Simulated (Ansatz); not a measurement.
# BiAs (model cell, started as zinc blende): following an unstable mode

Wanted: the energy along a soft mode of BiAs (model cell, started as zinc blende) and the structure at the end.

Main program and level: Ansatz 0.2.0; DFT PBEsol, scalar-relativistic, plane waves, PAW.

The structure was built from a prototype and need not be the compound's stable phase.

**1. The starting structure**

The structure is cubic, space group F-43m (No. 216). The conventional cell has a = 6.598 Å, b = 6.598 Å, c = 6.598 Å, α = 90.00°, β = 90.00°, γ = 90.00°. Bi has 4 As at 2.86 Å nearest. Nearest to As lie 4 Bi at 2.86 Å. Farther neighbours are not listed.

As a file:

```cif
data_structure
_symmetry_space_group_name_H-M 'F-43m'
_symmetry_Int_Tables_number 216
_cell_length_a 6.5984
_cell_length_b 6.5984
_cell_length_c 6.5984
_cell_angle_alpha 90.000
_cell_angle_beta 90.000
_cell_angle_gamma 90.000
_cell_volume 287.29
loop_
_atom_site_label
_atom_site_type_symbol
_atom_site_symmetry_multiplicity
_atom_site_Wyckoff_symbol
_atom_site_fract_x
_atom_site_fract_y
_atom_site_fract_z
_atom_site_occupancy
Bi1 Bi 4 a 0.00000 0.00000 0.00000 1
As1 As 4 d 0.25000 0.25000 0.75000 1
```

**2. Response at finite wavevector**

The cell comes from relaxations at this level that are not shown. Stability and thermal properties need the whole zone. Linear response on a 4×4×4 q mesh gives force constants as far as a supercell of that size would.

File input.yaml:

```yaml
crystal:
  lattice:
    - [0.0, 3.2992007818, 3.2992007818]
    - [3.2992007818, 0.0, 3.2992007818]
    - [3.2992007818, 3.2992007818, 0.0]
  atoms:
    - { symbol: Bi, position: [0.0, 0.0, 0.0] }
    - { symbol: As, position: [0.25, 0.25, 0.25] }
kpoints:
  mp_grid: { grid: [12, 12, 12] }
hamiltonian:
  xc: pbesol
scf:
  occupations: { method: methfessel_paxton, width: 0.15 }
output:
  eigenvalues: true
phonons:
  method: dfpt
  qmesh: [4, 4, 4]
  temperatures: { t_max: 1000, t_step: 50 }
  qpath:
    path:
      - [[0.0, 0.0, 0.0], [-0.5, -0.5, 0.0], [-0.375, -0.375, 0.25]]
      - [[-0.375, 0.0, 0.375], [0.0, 0.0, 0.0], [0.0, 0.0, 0.5], [-0.5, -0.25, 0.25], [-0.5, -0.5, 0.0]]
    npoints: 10
```

Command:

```sh
> ansatz run input.yaml --threads 4 --pin off --max-ram 7168MiB --backend cpu --events-out ev --progress --plain --runs-dir out
```

Numbers of over 12 decimals in the logs are rounded to 6 here.

The log of the run:

```text
Warning: phonons: the dynamical matrix that this run interpolates holds no multipole term above the dipole-dipole one, and a site of this crystal is no centre of inversion, so its interpolated transverse optical and acoustic branches and sound speeds can stay off near Gamma, and the density of states and the thermodynamics with them. What a run solves at a wave vector of phonons.qpoints, Gamma apart, where the deck admits one, is free of this, and under fd what a larger phonons.supercell samples
Engine: ansatz 0.2.0, aarch64-unknown-linux-gnu
Pseudopotentials: kind: paw
Pseudopotential: Bi, paw, valence charge 15, recommended cutoff 420 eV (normal), Bi.paw.azcp
Pseudopotential: As, paw, valence charge 15, recommended cutoff 420 eV (normal), As.paw.azcp
Functional definition: PBEsol
  exchange = pbesol_x
  correlation = pbesol_c
Crystal: 2 atoms, lattice volume = 71.822 Å³
Basis set: ecut = 420 eV, 1411 PW (Γ), exchange–correlation on 64×64×64 points (8 copies of the dense FFT grid, shifted against one another)
Bands: 19, of which v1, the nominal top of the filled ones, is band 15 counted from 1 (14 counted from 0)
Symmetry: 24 space group operations
k-points: 72 of 1728 (time reversal used)
Non-local potential: Bi, projectors of the file, l = 0: 2, l = 1: 2, l = 2: 2, l = 3: 2
Non-local potential: As, projectors of the file, l = 0: 2, l = 1: 2, l = 2: 3, l = 3: 1
PAW form: soft (Blöchl's): semilocal exchange-correlation on the pseudo side does not see the compensation charge
PAW frozen core: Bi, regenerated for the run's functional, and the local potential with it (the file was generated under x = pbe(κ = 0.804, μ = 0.219515), c = pbe(β = 0.066725))
PAW frozen core: As, regenerated for the run's functional, and the local potential with it (the file was generated under x = pbe(κ = 0.804, μ = 0.219515), c = pbe(β = 0.066725))
PAW one-centre angular grid: Bi, 590 points (default); XC on 64 Gauss nodes
PAW one-centre angular grid: As, 590 points (default); XC on 64 Gauss nodes
Initial density: superposition of atomic densities (neutral atoms: chi_scale 0, normalization atom), corrected by the library's trained network
Initial wavefunctions: pseudopotential atomic-orbital guess
Functional: x = pbesol(κ = 0.804, μ = 0.123457), c = pbesol(β = 0.046)
SCF iter   1: F=—  HF=-17054.447067 eV  |F-HF|=—  |Δ(HF+E_count)|=         —  Δρ=1.48e-3  dr2=2.09e-3  ethr=1.77e-3  ⟨swp⟩=5.7  Hψ=6636  notcnv=0
preconditioner: auto → Kerker (q_TF=auto, 2.359 Å⁻¹)  [metal: Δε(μ)=0.039 eV  Ē_g=8.919 eV  σ=0.150 eV  W_gap=0.21  n_scr=14 (ndim 8)  ℏωp=13.9 eV  f_vac=0.122  D(μ)=0.75/eV (n_scr^D=0)]
SCF iter   2: F=—  HF=-17054.445765 eV  |F-HF|=—  |Δ(HF+E_count)|=   1.30e-3  S|Δr|=    0.00e0  Δρ=8.60e-4  dr2=4.79e-4  ethr=6.96e-6  ⟨swp⟩=2.3  Hψ=3006  notcnv=0
SCF iter   3: F=—  HF=-17054.445830 eV  |F-HF|=—  |Δ(HF+E_count)|=   6.50e-5  S|Δr|=    0.00e0  Δρ=2.37e-4  dr2=5.20e-5  ethr=1.60e-6  ⟨swp⟩=2.0  Hψ=2055  notcnv=0
SCF iter   4: F=—  HF=-17054.445858 eV  |F-HF|=—  |Δ(HF+E_count)|=   2.76e-5  S|Δr|=    0.00e0  Δρ=1.04e-4  dr2=1.10e-5  ethr=1.73e-7  ⟨swp⟩=1.9  Hψ=1535  notcnv=0
SCF iter   5: F=—  HF=-17054.445852 eV  |F-HF|=—  |Δ(HF+E_count)|=   6.41e-6  S|Δr|=    0.00e0  Δρ=3.27e-5  dr2=1.82e-6  ethr=3.67e-8  ⟨swp⟩=2.0  Hψ=1587  notcnv=0
SCF iter   6: F=—  HF=-17054.445857 eV  |F-HF|=—  |Δ(HF+E_count)|=   5.15e-6  S|Δr|=    0.00e0  Δρ=1.58e-5  dr2=2.88e-7  ethr=6.06e-9  ⟨swp⟩=2.0  Hψ=2448  notcnv=0
SCF iter   7: F=—  HF=-17054.445857 eV  |F-HF|=—  |Δ(HF+E_count)|=   1.77e-7  S|Δr|=    0.00e0  Δρ=5.27e-6  dr2=2.06e-8  ethr=9.60e-10  ⟨swp⟩=2.0  Hψ=2456  notcnv=0
SCF iter   8: F=—  HF=-17054.445857 eV  |F-HF|=—  |Δ(HF+E_count)|=   3.02e-8  S|Δr|=    0.00e0  Δρ=1.18e-6  dr2=1.08e-9  ethr=6.86e-11  ⟨swp⟩=2.0  Hψ=2460  notcnv=0
SCF iter   9: F=—  HF=-17054.445857 eV  |F-HF|=—  |Δ(HF+E_count)|=   3.53e-9  S|Δr|=    0.00e0  Δρ=2.84e-7  dr2=1.39e-10  ethr=3.60e-12  ⟨swp⟩=2.0  Hψ=2457  notcnv=0
SCF iter  10: F=—  HF=-17054.445857 eV  |F-HF|=—  |Δ(HF+E_count)|=  2.15e-10  S|Δr|=    0.00e0  Δρ=1.20e-7  dr2=2.72e-11  ethr=1.00e-12  ⟨swp⟩=2.0  Hψ=1558  notcnv=0
SCF iter  11: F=-17054.445857 eV  HF=-17054.445857 eV  |F-HF|=0.00e0  |Δ(HF+E_count)|=  1.09e-11  S|Δr|=    0.00e0  Δρ=3.12e-8  dr2=8.53e-13  ethr=1.00e-12  ⟨swp⟩=6.0  Hψ=5706  notcnv=0
SCF 1 converged in 11 iterations: F = -17054.445857 eV  dr2 = 8.53e-13
  greatest PAW one-centre occupation: 0.999 electrons in one spin orbital (limit 2), on the As atom at site 1 (counted from 0), in its partial waves of l = 2
Initial density: read from a saved state, or passed on in memory by an earlier SCF of this step, an earlier step, the calling program or the single point that the run made first
iter 1 solved again at ethr=1.49e-7 eV; its pass at ethr=3.10e-3 eV (dr2=4.46e-5 eV) is discarded
SCF iter   1: F=—  HF=-17054.445852 eV  |F-HF|=—  |Δ(HF+E_count)|=         —  Δρ=3.89e-7  dr2=7.79e-11  ethr=1.49e-7  ⟨swp⟩=3.3  Hψ=10508  notcnv=0
eigensolver tolerance schedule: the retry pair's looser diagonalisation over-reported the residual by 572531.77 of it (diagonalisation noise at an unbounded share of the residual, at the tolerance the schedule requests for it); recorded, not acted on — ethr = c·dr2/N_el stays at c = 1.0e-1
preconditioner: auto → Kerker (q_TF=auto, 2.359 Å⁻¹)  [metal: Δε(μ)=0.041 eV  Ē_g=8.922 eV  σ=0.150 eV  W_gap=0.22  n_scr=14 (ndim 8)  ℏωp=13.9 eV  f_vac=0.127  D(μ)=0.72/eV (n_scr^D=0)]
SCF iter   2: F=—  HF=-17054.445857 eV  |F-HF|=—  |Δ(HF+E_count)|=   4.75e-6  S|Δr|=    0.00e0  Δρ=2.33e-7  dr2=2.94e-11  ethr=1.00e-12  ⟨swp⟩=4.0  Hψ=4486  notcnv=0
SCF iter   3: F=—  HF=-17054.445857 eV  |F-HF|=—  |Δ(HF+E_count)|=  3.64e-12  S|Δr|=    0.00e0  Δρ=1.47e-7  dr2=1.18e-11  ethr=1.00e-12  ⟨swp⟩=1.0  Hψ=1368  notcnv=0
SCF iter   4: F=-17054.445857 eV  HF=-17054.445857 eV  |F-HF|=7.28e-12  |Δ(HF+E_count)|=  3.64e-12  S|Δr|=    0.00e0  Δρ=1.08e-7  dr2=6.16e-12  ethr=1.00e-12  ⟨swp⟩=3.5  Hψ=3687  notcnv=0
SCF 2 converged in 4 iterations: F = -17054.445857 eV  dr2 = 6.16e-12
phonons: the bands overlap, so this run is a metal and interpolates without the dipole-dipole term. If the crystal is really an insulator or semiconductor, its LO-TO splitting is missing
NSCF: frozen V_eff on 72 k-points
WARN: eigensolver did not converge in 2 slots of this pass, the one above among them; of largest residual over every band (k=26): 1 band(s) unlocked (lowest unlocked band 18, counted from 0; max residual 1.10e-5 eV among the unlocked bands, 1.10e-5 eV over every band); of lowest unlocked band (k=26): band 18
NSCF: frozen V_eff on 163 k-points
DFPT response loops at q = (0, 0, 0) (fractional): preconditioner auto → Kerker (q_TF=auto, 2.359 Å⁻¹) (partly filled bands, converged f_vac=0.127); β = 1.00, the filter's whole step (`scf.mixing.beta` (0.50) is not read by the response loops under this deck's `scf.mixing.preconditioner`; to damp them name `kerker` or `kerker_dos`, under which they read `scf.mixing.beta`, and type it under 1.00, their step now; both keys bind the ground state too); Broyden in place of MSR1
NSCF: frozen V_eff on 1872 k-points
DFPT response loops at q = (0, 0, 0.25) (fractional): mixed as the last ones told, above
NSCF: frozen V_eff on 952 k-points
DFPT response loops at q = (0, 0, -0.5) (fractional): mixed as the last ones told, above
NSCF: frozen V_eff on 1020 k-points
DFPT response loops at q = (0, 0.25, 0.25) (fractional): mixed as the last ones told, above
NSCF: frozen V_eff on 3456 k-points
DFPT response loops at q = (0, 0.25, -0.5) (fractional): mixed as the last ones told, above
NSCF: frozen V_eff on 1872 k-points
DFPT response loops at q = (0, 0.25, -0.25) (fractional): mixed as the last ones told, above
NSCF: frozen V_eff on 560 k-points
DFPT response loops at q = (0, -0.5, -0.5) (fractional): mixed as the last ones told, above
NSCF: frozen V_eff on 1020 k-points
DFPT response loops at q = (0.25, -0.5, -0.25) (fractional): mixed as the last ones told, above
SCF converged after 11 iterations
Stability not checked: this state was not tested for a lower state beside it, because cold or Methfessel-Paxton smearing, or corrected tetrahedra, fill the levels in a way that the test cannot read (fill_not_monotonic; see scf.lower_state_search)
Free energy (F): -17054.445857 eV
Harris-Foulkes:  -17054.445857 eV  (|F-HF|=0.00e0)
Internal energy: -17054.447383 eV  (E = F + TS)
E sigma→0 (E₀):  -17054.446238 eV
Entropy (-TS):   0.001526 eV (0.763 meV/atom)
Fermi energy:    6.855240 eV
--- Per-component energies (eV) ---
  E_band       = -432.782507
  E_kinetic    = 404.291583
  E_local      = -3903.350943  (includes V_loc(G=0)·N_el)
  E_nonlocal   = -106.741187
  E_hartree    = 1724.746637
  E_xc         = -228.350045
  E_vxc        = -222.391084  (∫ρ·V_xc dr)
  E_paw        = -12301.095542  (= ΣΔE_a)
  E_vpaw       = -54.083681  (= ΣTr[D̂ρ^β])
  E_aug_tail   = -0.000453  (compensation charges beyond the density's cutoff)
  E_ewald      = -2645.003612
  E_core_change = 1.056181  (= ΣΔE_core)
  E_smearing   = 0.001526  (= −TS)
  E_closure    = 0.000000  (closes the sum)
  Σ components = -17054.445857   (vs F -17054.445857, Δ=0.00e0)
--- Band table (eV; the first three rows and the last of 72) ---
  k-point 0: bands = [... 11 lower, 0.1391, 5.3027, 5.3027, 5.3027, 7.8575, 7.8575, 7.8575, 10.7680]
  k-point 1: bands = [... 11 lower, -0.0336, 5.2155, 5.2155, 5.2503, 7.9279, 7.9802, 7.9802, 11.1117]
  k-point 2: bands = [... 11 lower, -0.4897, 5.0104, 5.0104, 5.0678, 8.2721, 8.2721, 8.2732, 11.8864]
  k-point 71: bands = [... 11 lower, -3.5899, 3.0564, 3.1118, 7.4594, 8.1725, 9.5225, 10.4422, 13.1510]
--- Phonons (Γ-DFPT): 2 representative perturbations + reference (Σ response iterations 6) ---
  ASR residual: 5.098e-5 → 0.000e0 eV/Å²; symmetrization residual: 2.454e-5 eV/Å²
  ASR residual per site (eV/Å²): 5.10e-5 1.82e-5
  Γ frequencies (cm⁻¹): 0.00 0.00 0.00 158.20 158.20 158.20
--- Phonons (arbitrary-q DFPT): 8 irreducible q on the 4×4×4 mesh ---
  q = [0.0000, 0.0000, 0.0000] (star 1, of the zone-centre solve; hermiticity 9.67e-6, symmetrization 1.22e-11): -0.00 -0.00 0.00 158.20 158.20 158.20
  q = [0.0000, 0.0000, 0.2500] (star 8, 2 solved perturbations on 936 of 1728 k-point pairs; hermiticity 5.80e-6, symmetrization 8.85e-9): -16.20 -16.20 39.83 145.83 150.97 150.97
  q = [0.0000, 0.0000, -0.5000] (star 4, 2 solved perturbations on 476 of 1728 k-point pairs; hermiticity 8.87e-6, symmetrization 4.19e-6): 8.55 8.55 76.81 134.02 148.25 148.25
  q = [0.0000, 0.2500, 0.2500] (star 6, 4 solved perturbations in 1608 linear systems a pass and spin channel, the states on 510 of 1728 k-point pairs; hermiticity 1.04e-5, symmetrization 1.30e-8): -35.66 -35.66 54.83 133.71 133.71 146.48
  q = [0.0000, 0.2500, -0.5000] (star 24, 4 solved perturbations in 5328 linear systems a pass and spin channel, the states on 1728 of 1728 k-point pairs; hermiticity 6.47e-6, symmetrization 3.83e-9): -14.07 -5.50 77.09 128.16 130.78 141.51
  q = [0.0000, 0.2500, -0.2500] (star 12, 4 solved perturbations in 2892 linear systems a pass and spin channel, the states on 936 of 1728 k-point pairs; hermiticity 7.89e-6, symmetrization 1.22e-6): -20.44 9.35 71.05 137.34 142.08 144.75
  q = [0.0000, -0.5000, -0.5000] (star 3, 4 solved perturbations in 886 linear systems a pass and spin channel, the states on 280 of 1728 k-point pairs; hermiticity 1.04e-5, symmetrization 2.40e-8): 21.36 21.36 74.13 111.35 111.35 143.53
  q = [0.2500, -0.5000, -0.2500] (star 6, 4 solved perturbations in 1544 linear systems a pass and spin channel, the states on 510 of 1728 k-point pairs; hermiticity 1.95e-5, symmetrization 9.75e-6): -23.02 31.35 78.92 120.90 126.79 133.62
  sum rule: each row above includes the acoustic sum rule's correction from the zone centre's row sums; it moved no ω² by more than (0.26 cm⁻¹)²
  mesh force constants: q→R imaginary residual 2.01e-18; ASR residual 5.098e-5 → 0.000e0 eV/Å²; symmetrization residual 2.665e-15 eV/Å²
  interpolated dispersion: 62 rows × 6 modes
  density of states and harmonic sums: on the 16×16×16 q-mesh, interpolated from the force constants of a 4×4×4 supercell (no non-analytic term)
  largest difference from the sums on the solved wave vectors: F 6.12e-2 eV, S 7.68e-5 and C_V 1.55e-5 eV/K
  zero-point energy: 0.030416 eV/cell   skipped modes (ω ≤ 0): 196, of them read as no rigid motion or as one in doubt: 193 (1.334e0 modes/cell left out, lowest -35.66 cm⁻¹)   left out of the sums: 2.23e-1 of the cell's modes: C_V's classical limit lies that fraction below 3 k_B per atom; for a crystal, a wire or a layer, F and S can be off by more, and a phonons.interpolated_qmesh denser along its periods is the remedy for the sampling
```

Run time: 9.9 min. Hardware: 4 threads of Arm Neoverse V1, shared host; peak memory 4.3 GiB; 39 min of CPU time.

In the SCF lines HF is the Harris–Foulkes energy and dr2 the Hartree energy of the density residual, in eV; the loop may stop once dr2 is under the threshold and the program's other checks hold. Hψ counts applications of the Hamiltonian.

Numbers from this step:

* volume per atom: 35.91 Å³
* gap on the k-mesh: 0 eV
* sum-rule residual before enforcement: 5.10e-5 eV/Å²
* lowest frequency on the path: -35.66 cm⁻¹
* point group: -43m
* highest frequency on the path or at a solved wavevector: 158.2 cm⁻¹
* highest optical mode at the zone centre (no LO-TO term): 158.2 cm⁻¹
* lowest optical zone-centre mode: 158.2 cm⁻¹
* lowest mode on the q mesh (acoustic modes at Γ apart): -35.66 cm⁻¹

Frequencies (cm⁻¹) solved at each irreducible wavevector; negative means imaginary. Frequencies by wavevector, by row:

```
q in reciprocal lattice units  star  mode 1  mode 2  mode 3  mode 4  mode 5  mode 6
                        0 0 0     1       0       0       0   158.2   158.2   158.2
                     0 0 0.25     8   -16.2   -16.2    39.8   145.8     151     151
                     0 0 -0.5     4     8.6     8.6    76.8     134   148.2   148.2
                  0 0.25 0.25     6   -35.7   -35.7    54.8   133.7   133.7   146.5
                  0 0.25 -0.5    24   -14.1    -5.5    77.1   128.2   130.8   141.5
                 0 0.25 -0.25    12   -20.4     9.3      71   137.3   142.1   144.8
                  0 -0.5 -0.5     3    21.4    21.4    74.1   111.3   111.3   143.5
              0.25 -0.5 -0.25     6     -23    31.4    78.9   120.9   126.8   133.6
```

Interpolated from a 4×4×4 q mesh. Phonon branches along the path, in cm⁻¹:

```
    point  branch 1  branch 2  branch 3  branch 4  branch 5  branch 6
        Γ         0         0         0       158       158       158
  halfway       -36       -36        55       134       134       146
        X        21        21        74       111       111       144
  halfway        18        23        75       115       115       142
        U        12        24        77       123       123       140
jump to K        12        24        77       123       123       140
  halfway       -29        -7        55       142       147       148
        Γ         0         0         0       158       158       158
  halfway       -16       -16        40       146       151       151
        L         8         8        77       134       148       148
  halfway       -17        18        80       131       137       142
        W       -23        31        79       121       127       134
  halfway        -6        28        76       117       118       140
        X        21        21        74       111       111       144
```

The phonon branches as a text plot (rows in cm⁻¹):

```
    154 |******                  ************
    146 |   *  **   ***     ********       ***********         **
    138 |    **  ***   **********             *****  ***** ****
    130 |      **          **                      *********
    122 |        *      ***                              *****
    114 |         *******                                     ***
    106 |
     98 |
     90 |
     81 |                  *                       **********
     73 |        ********** ***                 ***          ****
     65 |       *              *               *
     57 |      *                *             *
     49 |                                    *
     41 |    **                  *          *
     33 |   *                     **       *             *****
     25 |  *         *******                           **     ***
     17 |           * ****          *     *          **        **
      9 | *               ******     *  **      *****         *
      1 |*                            **           *
     -7 | *                     **  **  **    **    *
    -16 |  *      **         **   ***     ****       **     **
    -24 |   *                  *  **                   *****
    -32 |    *****              **
         Γ           X  U|K            Γ         L        W     X
```

Symmetry leaves 8 wavevectors to solve. The lowest mode among them, the acoustic zeros apart, lies at q = (0, 0.25, 0.25) and is imaginary, 35.7i cm⁻¹, so the energy falls along it.

**3. The mode frozen in, largest atomic shift 0 Å**

The mode followed lies at q = (0, 0.25, 0.25) with frequency 35.7i cm⁻¹ and is 2-fold degenerate, the softest among the wavevectors solved. At small amplitude the distorted cell has space group no. 20 by a symmetry search on the positions. The undistorted cell that holds it gives the zero of energy on the same k mesh.

System of this step: BiAs (model cell, started as zinc blende). The structure is cubic, space group F-43m (No. 216). The conventional cell has a = 6.598 Å, b = 6.598 Å, c = 6.598 Å, α = 90.00°, β = 90.00°, γ = 90.00°. Nearest to Bi lie 4 As at 2.86 Å. As has 4 Bi at 2.86 Å nearest. Farther neighbours are not listed.

File input.yaml:

```yaml
crystal:
  lattice:
    - [0.0, -3.2992007818, -3.2992007818]
    - [0.0, 3.2992007818, -3.2992007818]
    - [13.1968031271, 0.0, 0.0]
  atoms:
    - { symbol: Bi, position: [0.5, 0.5, 0.25] }
    - { symbol: Bi, position: [0.5, 0.5, 0.75] }
    - { symbol: Bi, position: [0.0, 0.0, 0.0] }
    - { symbol: Bi, position: [0.0, 0.0, 0.5] }
    - { symbol: As, position: [0.0, 0.5, 0.875] }
    - { symbol: As, position: [0.0, 0.5, 0.375] }
    - { symbol: As, position: [0.5, 0.0, 0.625] }
    - { symbol: As, position: [0.5, 0.0, 0.125] }
kpoints:
  mp_grid: { grid: [8, 8, 4] }
hamiltonian:
  xc: pbesol
scf:
  occupations: { method: methfessel_paxton, width: 0.15 }
output:
  forces: true
  stress: true
  eigenvalues: true
```

The log of the run:

```text
[...]
Crystal: 8 atoms, lattice volume = 287.287 Å³
Basis set: ecut = 420 eV, 5573 PW (Γ), exchange–correlation on 64×64×180 points (8 copies of the dense FFT grid, shifted against one another)
Bands: 72, of which v1, the nominal top of the filled ones, is band 60 counted from 1 (59 counted from 0)
Symmetry: 32 space group operations
[...]
k-point 0: bands = [... 56 lower, 5.3136, 6.3706, 6.3909, 6.3909, 6.4500, 6.7640, 6.7640, 7.8611, ... 8 higher]
  k-point 1: bands = [... 56 lower, 5.4309, 6.0990, 6.3431, 6.4416, 6.5253, 6.6625, 7.0383, 7.7125, ... 8 higher]
  k-point 2: bands = [... 56 lower, 5.7320, 5.7320, 6.3622, 6.3622, 6.6236, 6.6236, 7.3846, 7.3846, ... 8 higher]
  k-point 44: bands = [... 56 lower, 6.8734, 6.8734, 6.8734, 6.8734, 7.1203, 7.1203, 7.1203, 7.1203, ... 8 higher]
[key lines of the parts left out:]
SCF converged after 6 iterations
Free energy (F): -68217.745645 eV
Fermi energy:    6.923746 eV
P = ⅓ Tr σ = 0.1412 GPa (1.412 kbar)
```

It took 18 s on 4 threads; peak memory 1.1 GiB.

This step gave:

- pressure: 0.1412 GPa
- energy from the undistorted cell: 0 meV/atom

The run ends at a pressure of 0.14 GPa.

(Part 1 of 3 ends here.)

[Logs are printed without paths, hosts, clocks, repeated set-up lines and the standing remarks that a program may print on its own settings, such as how far it seeks lower states.]

[Hosts, paths, dates, database ids (printed as entryN), source tags and the programs' standing remarks are cut or masked in the printed files.]
